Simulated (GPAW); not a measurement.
Consider AlAu2 (I4/mmm).

```cif
data_structure
_symmetry_space_group_name_H-M 'P 1'
_symmetry_Int_Tables_number 1
_cell_length_a 4.9940
_cell_length_b 4.9940
_cell_length_c 4.9940
_cell_angle_alpha 140.891
_cell_angle_beta 140.891
_cell_angle_gamma 56.503
_cell_volume 49.16
loop_
_atom_site_label
_atom_site_type_symbol
_atom_site_fract_x
_atom_site_fract_y
_atom_site_fract_z
_atom_site_occupancy
Au1 Au 0.34373 0.34373 0.00000 1
Au2 Au 0.65627 0.65627 0.00000 1
Al3 Al 0.00000 0.00000 0.00000 1
```

Absorber: atom 3, with 8 Au at 2.73 Å, 2 Au at 3.02 Å and 4 Al at 3.34 Å (14-fold, site symmetry 4/mmm). Method: GPAW, LDA, excited-electron core hole (neutral cell), 15-atom cell with 6.9 Å between holes, 5×5×5 k points, dipole transitions, Gaussian full width 0.9 eV up to 4 eV, rising linearly to 3.5 eV at 25 eV, without spin-orbit coupling.

Question: What does the Al K edge look like?

Main maxima up to 24 eV above the zero (height): 2.5 eV (2.09), 4.6 eV (1.66), 8.7 eV (1.32) and 21.9 eV (1.07). A K edge sees empty p states on the absorber. The total-energy difference is 1564.70 eV. One term is added: -13.88 eV, since the hole is spin-paired here and a spin-polarised one costs that much less in the free atom (computed apart). The photon energy is then 1550.82 eV. The tabulated edge of the element is 1559 eV. The functional leaves an error in such absolute values: in the free atom LDA prices this hole 7.2 eV below PBE (computed apart), and PBE is itself good to a few eV.

The Al K spectrum (energy from the lowest empty level; intensity scaled to a mean of 1 over the first 20 eV; polarised curves are means over the symmetry-equivalent atoms):

```
E (eV)  isotropic  ε ⊥ c  ε ∥ c
  -2.0       0.00   0.00   0.00
  -1.5       0.00   0.00   0.00
  -1.0       0.00   0.00   0.00
  -0.5       0.04   0.04   0.03
   0.0       0.22   0.25   0.17
   0.5       0.59   0.62   0.52
   1.0       0.92   0.96   0.84
   1.5       1.27   1.42   0.96
   2.0       1.82   2.09   1.29
   2.5       2.09   2.29   1.70
   3.0       1.95   1.95   1.97
   3.5       1.75   1.69   1.87
   4.0       1.62   1.46   1.95
   4.5       1.65   1.53   1.90
   5.0       1.60   1.47   1.86
   5.5       1.42   1.20   1.86
   6.0       1.34   1.05   1.91
   6.5       1.21   0.98   1.67
   7.0       1.08   0.92   1.39
   7.5       1.11   1.02   1.28
   8.0       1.22   1.22   1.20
   8.5       1.31   1.43   1.05
   9.0       1.30   1.51   0.88
   9.5       1.20   1.40   0.79
  10.0       1.09   1.25   0.77
  10.5       1.02   1.13   0.80
  11.0       1.00   1.06   0.86
  11.5       0.95   1.00   0.85
  12.0       0.87   0.92   0.77
  12.5       0.78   0.83   0.66
  13.0       0.70   0.76   0.58
  13.5       0.64   0.70   0.52
  14.0       0.58   0.63   0.46
  14.5       0.51   0.56   0.40
  15.0       0.45   0.49   0.36
  15.5       0.42   0.46   0.35
  16.0       0.42   0.44   0.37
  16.5       0.43   0.43   0.41
  17.0       0.44   0.42   0.48
  17.5       0.46   0.42   0.54
  18.0       0.48   0.42   0.60
  18.5       0.52   0.45   0.66
  19.0       0.57   0.51   0.71
  19.5       0.65   0.59   0.77
  20.0       0.76   0.71   0.86
  20.5       0.88   0.84   0.95
  21.0       0.98   0.95   1.04
  21.5       1.06   1.03   1.11
  22.0       1.07   1.04   1.13
  22.5       1.04   1.00   1.10
  23.0       0.96   0.93   1.03
  23.5       0.88   0.84   0.94
  24.0       0.80   0.78   0.85
  24.5       0.75   0.73   0.78
  25.0       0.72   0.71   0.74
  25.5       0.70   0.70   0.71
  26.0       0.70   0.70   0.70
  26.5       0.70   0.70   0.70
  27.0       0.70   0.69   0.70
  27.5       0.70   0.69   0.70
  28.0       0.70   0.70   0.70
  28.5       0.71   0.71   0.71
  29.0       0.72   0.72   0.73
  29.5       0.74   0.74   0.75
  30.0       0.77   0.76   0.79
  30.5       0.79   0.78   0.82
  31.0       0.81   0.80   0.85
  31.5       0.83   0.82   0.86
  32.0       0.84   0.84   0.85
```

The mesh is coarse (0.24 Å⁻¹ between points), so small maxima may be mesh ripples. Lifetime broadening is put in by hand, and intensities beyond about 20 eV depend on it and on the partial waves. The structure is a computed Materials Project entry and may be a hypothetical form.

[Banner, clock and machine lines of the logs are left out without a mark of their own.]

[Logs are printed without paths, hosts, clocks, repeated set-up lines and the standing remarks that a program may print on its own settings, such as how far it seeks lower states.]

[Hosts, paths, dates, database ids (printed as entryN), source tags and the programs' standing remarks are cut or masked in the printed files.]

[Lists of maxima count a maximum above −3 eV only where it reaches 4 % of the highest in the window and stands out from its surroundings by 2 % of it (1.5 % where it reaches 55 %); shoulders and weaker maxima are passed over, and of the rest the first, up to two pre-edge ones and the few strongest are named.]
